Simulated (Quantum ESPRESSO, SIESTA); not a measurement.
# Birch–Murnaghan line for diamond Si, SIESTA DZP, PBEsol

Calculated with SIESTA 5.4.2: PBEsol; DZP orbitals, shift 0.01 Ry, mesh 400 Ry; k-mesh 7×7×7. The volume is changed in steps from typed lattice constants. V0 = 20.15 Å³ an atom is where a Birch–Murnaghan fit to this level's pressures, the withheld one apart, crosses zero; rows within 2.5 % of V0 are left out, since F is ill-conditioned there. The typed cell is scaled evenly, with no relaxation, and each row is a single point.

| volume (Å³/atom) | pressure (GPa) |
| --- | --- |
| 18.822 | 7.452 |
| 19.231 | 4.848 |
| 19.64 | 2.56 |
| 20.868 | -3.046 |
| 21.277 | ? |
| 21.686 | -5.875 |
| 22.095 | -7.092 |

**Question.** Fit the third-order Birch–Murnaghan equation to the rows given and interpolate to the withheld row.

**Working.**

Take the Eulerian strain f = ½[(V0/V)^(2/3) − 1] and the normalised pressure F = P / [3f(1 + 2f)^(5/2)]. The third-order Birch–Murnaghan equation is then the line F = B0 + (3/2)B0(B′ − 4) f, so u = f and v = F.

| u = f | v = F (GPa) |
| --- | --- |
| 0.0232503 | 95.3616 |
| 0.0158049 | 94.5935 |
| 0.00861877 | 94.8675 |
| -0.0115357 | 93.3055 |
| -0.0238976 | 92.6205 |
| -0.0297913 | 92.5245 |

With n = 6: mean u = -0.00292509, mean v = 93.8788, Σ(u − ū)² = 0.0024050, Σ(u − ū)(v − v̄) = 0.13132. Slope b = 0.13132 / 0.0024050 = 54.603; intercept a = v̄ − b ū = 94.039.

So B0 = 94.04 GPa and B′ = 4 + 2b/(3a) = 4.39. At the withheld volume f = -0.01782, F = 93.07 GPa, and P = 3f(1 + 2f)^(5/2) F.

Prediction at 21.277: -4.543 GPa. The run gave -4.572 GPa, so the fit is high by 0.029 GPa (0.64 % of the value).

A fit to this level's energies over the whole scan gives V0 = 20.148 Å³, B0 = 94.20 GPa and B′ = 4.38. Among the rows given, the largest miss of the fit is at 19.231, by 0.016 GPa (0.11 % of the range of the table).

Limits: The nuclei are static. The DFT runs use Fermi–Dirac occupations of width 0.01 eV, and energies are free energies.

[Hosts, paths, dates, database ids (printed as entryN), source tags and the programs' standing remarks are cut or masked in the printed files.]
